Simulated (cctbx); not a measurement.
**A crystallographic session in cctbx: PrInAgAsS6**

Library: cctbx 2025.11. The data are simulated by the first script.

## 1. Simulate the data

run.py:

```python
from cctbx import adptbx, crystal, miller, sgtbx, xray
from cctbx.array_family import flex
from iotbx.shelx import hklf
from scitbx import matrix
import scitbx.random

cs = crystal.symmetry(unit_cell=(9.612, 9.612, 9.612, 90, 90, 90), space_group_symbol='Hall: F -4 2 3')  # F-43m
atoms = [  # label, site, U (iso, or U11 U22 U33 U12 U13 U23 in A^2), occupancy
    ("Pr1", (0.25, 0.25, 0.75), 0.0086, 1),
    ("In1", (0, 0, 0), 0.0102, 1),
    ("Ag1", (0.25, 0.25, 0.25), 0.0092, 1),
    ("As1", (0.5, 0, 0), 0.0106, 1),
    ("S1", (0.5, 0, 0.7566), 0.0174, 1),
]
xs = xray.structure(crystal_symmetry=cs)
for label, site, u, occ in atoms:
    u = adptbx.u_cif_as_u_star(cs.unit_cell(), u) if isinstance(u, tuple) else u
    xs.add_scatterer(xray.scatterer(label, site=site, u=u, occupancy=occ))
xs.set_inelastic_form_factors(0.71073, "sasaki")
xs.show_summary()
p1 = xs.expand_to_p1()
ms = miller.build_set(p1, anomalous_flag=True, d_min=0.77)
flex.set_random_seed(546643)
scitbx.random.set_random_seed(546643)
ms = ms.select(flex.random_double(ms.size()) < 0.7)
i = ms.structure_factors_from_scatterers(p1, algorithm="direct").f_calc().as_intensity_array().data()
i = i / flex.sqrt(1 + 0.3 * i / flex.max(i))  # extinction
i = i * 70000 / flex.max(i)
sig = flex.sqrt(i + flex.pow2(0.06 * i) + 4 ** 2)
noise = scitbx.random.variate(scitbx.random.normal_distribution())(i.size())
data = ms.array(data=i + sig * noise, sigmas=sig).set_observation_type_xray_intensity()
with open("data.hkl", "w") as f:
    data.export_as_shelx_hklf(f)
print("reflections written:", data.size(), " <I/sigma> = %.1f" % flex.mean(data.data() / data.sigmas()))
for h, a, b in list(data.sort("data"))[:12]:
    print("%4d%4d%4d %9.1f %7.1f" % (h + (a, b)))
```

```console
$ python run.py
```

```text
Number of scatterers: 5
At special positions: 5
Unit cell: (9.612, 9.612, 9.612, 90, 90, 90)
Space group: F -4 3 m (No. 216)
reflections written: 5773  <I/sigma> = 2.7
  -4   0   0   79899.9  4208.3
   0   0   4   73224.6  4208.3
   0   0  -4   71551.5  4208.3
   4   0   0   64530.5  4208.3
   0   4   0   62823.6  4208.3
  -4   0   4   55343.7  3015.2
  -4  -4   0   51507.3  3015.2
   0  -4   4   50765.9  3015.2
   0   4  -4   49700.8  3015.2
   4  -4   0   49376.0  3015.2
   0   4   4   48475.1  3015.2
   0  -4  -4   48047.3  3015.2
```

It took 0.29 s on 1 thread of Arm Neoverse V2, with other jobs on the host, peak memory 0.07 GiB.

## 2. Refinement (right model, isotropic)

run.py:

```python
import math
from cctbx import adptbx, crystal, maptbx, sgtbx, xray
from cctbx.array_family import flex
from cctbx.xray import observations
from iotbx.shelx import hklf
from scitbx.lstbx import normal_eqns_solving
from smtbx import absolute_structure, utils
from smtbx.refinement import constraints, least_squares

cs = crystal.symmetry(unit_cell=(9.612, 9.612, 9.612, 90, 90, 90), space_group_symbol='Hall: F -4 2 3')  # F-43m
atoms = [  # label, site, U (iso, or U11 U22 U33 U12 U13 U23 in A^2), occupancy
    ("Pr1", (0.25, 0.25, 0.75), 0.0200, 1),
    ("In1", (0, 0, 0), 0.0200, 1),
    ("Ag1", (0.25, 0.25, 0.25), 0.0200, 1),
    ("As1", (0.5, 0, 0), 0.0200, 1),
    ("S1", (0.5, 0, 0.7574), 0.0200, 1),
]
xs = xray.structure(crystal_symmetry=cs)
for label, site, u, occ in atoms:
    u = adptbx.u_cif_as_u_star(cs.unit_cell(), u) if isinstance(u, tuple) else u
    xs.add_scatterer(xray.scatterer(label, site=site, u=u, occupancy=occ))
xs.set_inelastic_form_factors(0.71073, "sasaki")
raw = hklf.reader(file_name="data.hkl").as_miller_arrays(crystal_symmetry=cs, anomalous=True)[0]
merged = raw.eliminate_sys_absent().merge_equivalents()
fo2 = merged.array().set_observation_type_xray_intensity()
print("Rint %.3f, %d unique reflections to %.2f A" % (merged.r_int(), fo2.size(), fo2.d_min()))
for sc in xs.scatterers():
    sc.flags.set_grad_site(True)
    sc.flags.set_grad_u_aniso(sc.flags.use_u_aniso())
    sc.flags.set_grad_u_iso(sc.flags.use_u_iso())
obs = fo2.as_xray_observations()
extra = {}
rep = constraints.reparametrisation(xs, [], utils.connectivity_table(xs), **extra)
ls = least_squares.crystallographic_ls(obs, rep, weighting_scheme=least_squares.mainstream_shelx_weighting(a=0, b=0))
print("cycle     R1     wR2    GooF  max shift (A)")
for cycle in range(8):
    ls.build_up()
    r1, wr2, goof = ls.r1_factor(cutoff_factor=2)[0], ls.wR2(), ls.goof()
    old = xs.sites_cart()
    normal_eqns_solving.levenberg_marquardt_iterations(ls, n_max_iterations=3, tau=1e-06, step_threshold=1e-7)
    big = flex.max((xs.sites_cart() - old).norms())
    print("%4d %7.4f %7.4f %7.3f %9.5f" % (cycle + 1, r1, wr2, goof, big))
    ls.build_up(objective_only=True)
    if abs(ls.wR2() - wr2) < 5e-5 and big < 5e-4:
        break
ls.build_up()
print("final R1 %.4f wR2 %.4f GooF %.3f  parameters %d  data/parameter %.1f" % (ls.r1_factor(cutoff_factor=2)[0], ls.wR2(), ls.goof(), ls.n_parameters, fo2.size() / ls.n_parameters))
cov = ls.covariance_matrix_and_annotations()
su = dict(zip(cov.annotations, (math.sqrt(max(v, 0)) for v in cov.matrix.matrix_packed_u_diagonal())))
a2 = cs.unit_cell().reciprocal_parameters()[0] ** -2
print("atom        x        y        z      Ueq    occ   su(xyz)  su(Uiso or U11)")
for sc in xs.scatterers():
    s = max(su.get(sc.label + k, 0) for k in (".x", ".y", ".z"))
    npd = "" if sc.is_positive_definite_u(cs.unit_cell()) else "  NPD"
    print("%-5s %8.5f %8.5f %8.5f %8.4f %6.3f %8.5f %7.4f%s" % ((sc.label,) + sc.site + (sc.u_iso_or_equiv(cs.unit_cell()), sc.occupancy, s, su.get(sc.label + ".uiso", su.get(sc.label + ".u11", 0) * a2), npd)))
fo = fo2.f_sq_as_f()
fc = fo.structure_factors_from_scatterers(xs, algorithm="direct").f_calc()
diff = fo.f_obs_minus_f_calc(1 / math.sqrt(ls.scale_factor()), fc).average_bijvoet_mates()
m = diff.fft_map(symmetry_flags=maptbx.use_space_group_symmetry, resolution_factor=0.25).apply_volume_scaling()
print("difference map: max %.2f min %.2f rms %.2f" % (m.statistics().max(), m.statistics().min(), m.statistics().sigma()))
peaks = m.peak_search(parameters=maptbx.peak_search_parameters(min_distance_sym_equiv=0.6, max_clusters=6)).all()
near = xs.closest_distances(peaks.sites(), distance_cutoff=4)
sps = cs.special_position_settings(min_distance_sym_equiv=0.5)
for k, (x, h) in enumerate(zip(peaks.sites(), peaks.heights())):
    ss = sps.site_symmetry(x)
    print("Q%-3d %7.4f %7.4f %7.4f %4d %7.2f  %.2f A from %s" % ((k + 1,) + tuple(t % 1 for t in ss.exact_site()) + (ss.multiplicity(), h, near.smallest_distances[k], xs.scatterers()[near.i_seqs[k]].label)))
```

```console
$ python run.py
```

```text
Rint 0.048, 136 unique reflections to 0.77 A
cycle     R1     wR2    GooF  max shift (A)
   1  0.1011  0.2213   8.329   0.00764
   2  0.0148  0.0268   1.009   0.00005
   3  0.0148  0.0268   1.007   0.00000
final R1 0.0148 wR2 0.0268 GooF 1.007  parameters 6  data/parameter 22.7
atom        x        y        z      Ueq    occ   su(xyz)  su(Uiso or U11)
Pr1    0.25000  0.25000  0.75000   0.0082  1.000  0.00000  0.0001
In1    0.00000  0.00000  0.00000   0.0099  1.000  0.00000  0.0002
Ag1    0.25000  0.25000  0.25000   0.0090  1.000  0.00000  0.0001
As1    0.50000  0.00000  0.00000   0.0103  1.000  0.00000  0.0002
S1     0.50000  0.00000  0.75660   0.0169  1.000  0.00007  0.0002
difference map: max 0.23 min -1.13 rms 0.19
Q1    0.0432  0.0432  0.6678   48    0.23  0.93 A from S1
Q2    0.0880  0.0880  0.5880   16    0.20  1.47 A from As1
Q3    0.0552  0.1427  0.3573   48    0.20  1.76 A from S1
Q4    0.0405  0.0405  0.3334   48    0.20  0.92 A from S1
Q5    0.0711  0.1726  0.2480   96    0.20  1.80 A from S1
Q6    0.0517  0.1382  0.1382   48    0.20  1.82 A from S1
```

Time: 0.49 s.

## 3. Refinement (right model, anisotropic)

run.py, as its changes from the last script of this kind:

```diff
@@ -12,5 +12,5 @@
-    ("Pr1", (0.25, 0.25, 0.75), 0.0200, 1),
-    ("In1", (0, 0, 0), 0.0200, 1),
-    ("Ag1", (0.25, 0.25, 0.25), 0.0200, 1),
-    ("As1", (0.5, 0, 0), 0.0200, 1),
-    ("S1", (0.5, 0, 0.7574), 0.0200, 1),
+    ("Pr1", (0.25, 0.25, 0.75), 0.0082, 1),
+    ("In1", (0, 0, 0), 0.0099, 1),
+    ("Ag1", (0.25, 0.25, 0.25), 0.0090, 1),
+    ("As1", (0.5, 0, 0), 0.0103, 1),
+    ("S1", (0.5, 0, 0.7566), 0.0169, 1),
@@ -22,0 +23 @@
+xs.convert_to_anisotropic()
@@ -55,0 +57,4 @@
+fc = fo2.structure_factors_from_scatterers(xs, algorithm="direct").f_calc()
+absolute_structure.flack_analysis(xs, fo2.as_xray_observations()).show()
+h = absolute_structure.hooft_analysis(fo2, fc, scale_factor=ls.scale_factor())
+print("Hooft y: %.3f(%.0f)  Bijvoet pairs: %d" % (h.hooft_y, 1000 * h.sigma_y, h.n_bijvoet_pairs))
```

```console
$ python run.py
```

```text
Rint 0.048, 136 unique reflections to 0.77 A
cycle     R1     wR2    GooF  max shift (A)
   1  0.0149  0.0268   1.016   0.00038
   2  0.0148  0.0266   1.011   0.00000
final R1 0.0148 wR2 0.0266 GooF 1.011  parameters 8  data/parameter 17.0
atom        x        y        z      Ueq    occ   su(xyz)  su(Uiso or U11)
Pr1    0.25000  0.25000  0.75000   0.0082  1.000  0.00000  0.0001
In1    0.00000  0.00000  0.00000   0.0099  1.000  0.00000  0.0002
Ag1    0.25000  0.25000  0.25000   0.0090  1.000  0.00000  0.0002
As1    0.50000  0.00000  0.00000   0.0102  1.000  0.00000  0.0002
S1     0.50000  0.00000  0.75664   0.0169  1.000  0.00011  0.0002
Flack x: -0.007(9)
Hooft y: -0.012(8)  Bijvoet pairs: 58
difference map: max 0.23 min -1.13 rms 0.19
Q1    0.0435  0.0435  0.6676   48    0.23  0.94 A from S1
Q2    0.0879  0.0879  0.5879   16    0.21  1.46 A from As1
Q3    0.0407  0.0407  0.3340   48    0.20  0.93 A from S1
Q4    0.0553  0.1424  0.3576   48    0.20  1.76 A from S1
Q5    0.0707  0.1720  0.2481   96    0.20  1.79 A from S1
Q6    0.0525  0.1344  0.1344   48    0.20  1.82 A from S1
```

Time: 0.53 s.

## 4. Refinement

run.py, as its changes from the last script of this kind:

```diff
@@ -16 +16 @@
-    ("S1", (0.5, 0, 0.7566), 0.0169, 1),
+    ("Cr1", (0.5, 0, 0.7566), 0.0169, 1),
@@ -37 +37 @@
-for cycle in range(8):
+for cycle in range(12):
@@ -57,4 +56,0 @@
-fc = fo2.structure_factors_from_scatterers(xs, algorithm="direct").f_calc()
-absolute_structure.flack_analysis(xs, fo2.as_xray_observations()).show()
-h = absolute_structure.hooft_analysis(fo2, fc, scale_factor=ls.scale_factor())
-print("Hooft y: %.3f(%.0f)  Bijvoet pairs: %d" % (h.hooft_y, 1000 * h.sigma_y, h.n_bijvoet_pairs))
```

```console
$ python run.py
```

```text
Rint 0.048, 136 unique reflections to 0.77 A
cycle     R1     wR2    GooF  max shift (A)
   1  0.2319  0.6413  24.320   0.04782
   2  0.1423  0.3845  14.580   0.00642
   3  0.1453  0.3836  14.548   0.00069
   4  0.1455  0.3836  14.547   0.00009
final R1 0.1456 wR2 0.3836 GooF 14.547  parameters 8  data/parameter 17.0
atom        x        y        z      Ueq    occ   su(xyz)  su(Uiso or U11)
Pr1    0.25000  0.25000  0.75000  -0.0066  1.000  0.00000  0.0019  NPD
In1    0.00000  0.00000  0.00000  -0.0031  1.000  0.00000  0.0022  NPD
Ag1    0.25000  0.25000  0.25000  -0.0059  1.000  0.00000  0.0026  NPD
As1    0.50000  0.00000  0.00000  -0.0084  1.000  0.00000  0.0026  NPD
Cr1    0.50000  0.00000  0.76233   0.0229  1.000  0.00126  0.0041
difference map: max 42.78 min -4.37 rms 2.75
Q1    0.2500  0.2500  0.7500    4   46.61  0.00 A from Pr1
Q2    0.2500  0.2500  0.2500    4   39.00  0.00 A from Ag1
Q3    0.0000  0.0000  0.0000    4   29.94  0.00 A from In1
Q4    0.0000  0.0000  0.5000    4   27.13  0.00 A from As1
Q5    0.0000  0.0000  0.2509   24    8.20  0.11 A from Cr1
Q6    0.0000  0.0000  0.1357   24    1.35  1.22 A from Cr1
```

Time: 0.64 s.

This run holds a fault made on purpose: wrong element: Cr1 is S.

## 5. Refinement

run.py, as its changes from the last script of this kind:

```diff
@@ -12,5 +12,5 @@
-    ("Pr1", (0.25, 0.25, 0.75), 0.0082, 1),
-    ("In1", (0, 0, 0), 0.0099, 1),
-    ("Ag1", (0.25, 0.25, 0.25), 0.0090, 1),
-    ("As1", (0.5, 0, 0), 0.0103, 1),
-    ("Cr1", (0.5, 0, 0.7566), 0.0169, 1),
+    ("Pr1", (0.25, 0.25, 0.75), 0.0200, 1),
+    ("In1", (0, 0, 0), 0.0200, 1),
+    ("Ag1", (0.25, 0.25, 0.25), 0.0200, 1),
+    ("As1", (0.5, 0, 0), 0.0200, 1),
+    ("S1", (0.5, 0, 0.7747), 0.0200, 1),
@@ -23 +22,0 @@
-xs.convert_to_anisotropic()
@@ -37 +36 @@
-for cycle in range(12):
+for cycle in range(10):
@@ -41 +40 @@
-    normal_eqns_solving.levenberg_marquardt_iterations(ls, n_max_iterations=3, tau=1e-06, step_threshold=1e-7)
+    normal_eqns_solving.levenberg_marquardt_iterations(ls, n_max_iterations=3, tau=0.0001, step_threshold=1e-7)
```

```console
$ python run.py
```

```text
Rint 0.048, 136 unique reflections to 0.77 A
cycle     R1     wR2    GooF  max shift (A)
   1  0.3658  0.6574  24.738   0.17153
   2  0.0159  0.0371   1.396   0.00245
   3  0.0148  0.0268   1.007   0.00000
final R1 0.0148 wR2 0.0268 GooF 1.007  parameters 6  data/parameter 22.7
atom        x        y        z      Ueq    occ   su(xyz)  su(Uiso or U11)
Pr1    0.25000  0.25000  0.75000   0.0082  1.000  0.00000  0.0001
In1    0.00000  0.00000  0.00000   0.0099  1.000  0.00000  0.0002
Ag1    0.25000  0.25000  0.25000   0.0090  1.000  0.00000  0.0001
As1    0.50000  0.00000  0.00000   0.0103  1.000  0.00000  0.0002
S1     0.50000  0.00000  0.75660   0.0169  1.000  0.00007  0.0002
difference map: max 0.23 min -1.13 rms 0.19
Q1    0.0432  0.0432  0.6678   48    0.23  0.93 A from S1
Q2    0.0880  0.0880  0.5880   16    0.20  1.47 A from As1
Q3    0.0552  0.1427  0.3573   48    0.20  1.76 A from S1
Q4    0.0405  0.0405  0.3334   48    0.20  0.92 A from S1
Q5    0.0711  0.1726  0.2480   96    0.20  1.80 A from S1
Q6    0.0517  0.1382  0.1382   48    0.20  1.82 A from S1
```

Time: 0.53 s.

This run holds a fault made on purpose: start far from the minimum.

## 6. Refinement

run.py, as its changes from the last script of this kind:

```diff
@@ -12,5 +12,5 @@
-    ("Pr1", (0.25, 0.25, 0.75), 0.0200, 1),
-    ("In1", (0, 0, 0), 0.0200, 1),
-    ("Ag1", (0.25, 0.25, 0.25), 0.0200, 1),
-    ("As1", (0.5, 0, 0), 0.0200, 1),
-    ("S1", (0.5, 0, 0.7747), 0.0200, 1),
+    ("Pr1", (0.25, 0.25, 0.75), 0.0082, 1),
+    ("In1", (0, 0, 0), 0.0099, 1),
+    ("Ag1", (0.25, 0.25, 0.25), 0.0090, 1),
+    ("As1", (0.5, 0, 0), 0.0103, 1),
+    ("S1", (0.5, 0, 0.7566), 0.0169, 1),
@@ -22,0 +23 @@
+xs.convert_to_anisotropic()
@@ -24 +25 @@
-merged = raw.eliminate_sys_absent().merge_equivalents()
+merged = raw.eliminate_sys_absent().resolution_filter(d_min=1.3).merge_equivalents()
@@ -36 +37 @@
-for cycle in range(10):
+for cycle in range(12):
@@ -40 +41 @@
-    normal_eqns_solving.levenberg_marquardt_iterations(ls, n_max_iterations=3, tau=0.0001, step_threshold=1e-7)
+    normal_eqns_solving.levenberg_marquardt_iterations(ls, n_max_iterations=3, tau=1e-06, step_threshold=1e-7)
```

```console
$ python run.py
```

```text
Rint 0.050, 36 unique reflections to 1.33 A
cycle     R1     wR2    GooF  max shift (A)
   1  0.0225  0.0386   1.482   0.00154
   2  0.0203  0.0357   1.369   0.00003
final R1 0.0202 wR2 0.0357 GooF 1.369  parameters 8  data/parameter 4.5
atom        x        y        z      Ueq    occ   su(xyz)  su(Uiso or U11)
Pr1    0.25000  0.25000  0.75000   0.0089  1.000  0.00000  0.0014
In1    0.00000  0.00000  0.00000   0.0090  1.000  0.00000  0.0019
Ag1    0.25000  0.25000  0.25000   0.0087  1.000  0.00000  0.0019
As1    0.50000  0.00000  0.00000   0.0119  1.000  0.00000  0.0024
S1     0.50000  0.00000  0.75676   0.0175  1.000  0.00032  0.0022
difference map: max 0.15 min -0.72 rms 0.14
Q1    0.0000  0.1500  0.3500   48    0.15  1.70 A from S1
Q2    0.0000  0.1333  0.2000   96    0.14  1.39 A from S1
Q3    0.0953  0.0953  0.2515   48    0.14  1.30 A from S1
Q4    0.1198  0.2500  0.2500   24    0.12  1.25 A from Ag1
Q5    0.0000  0.0000  0.3717   24    0.10  1.10 A from S1
Q6    0.1208  0.2500  0.7500   24    0.10  1.24 A from Pr1
```

Run time: 0.48 s on 1 thread of Arm Neoverse V2, on a shared host, peak memory 0.09 GiB.

This run holds a fault made on purpose: data cut at low resolution.

[Logs are printed without paths, hosts, clocks, repeated set-up lines and the standing remarks that a program may print on its own settings, such as how far it seeks lower states.]
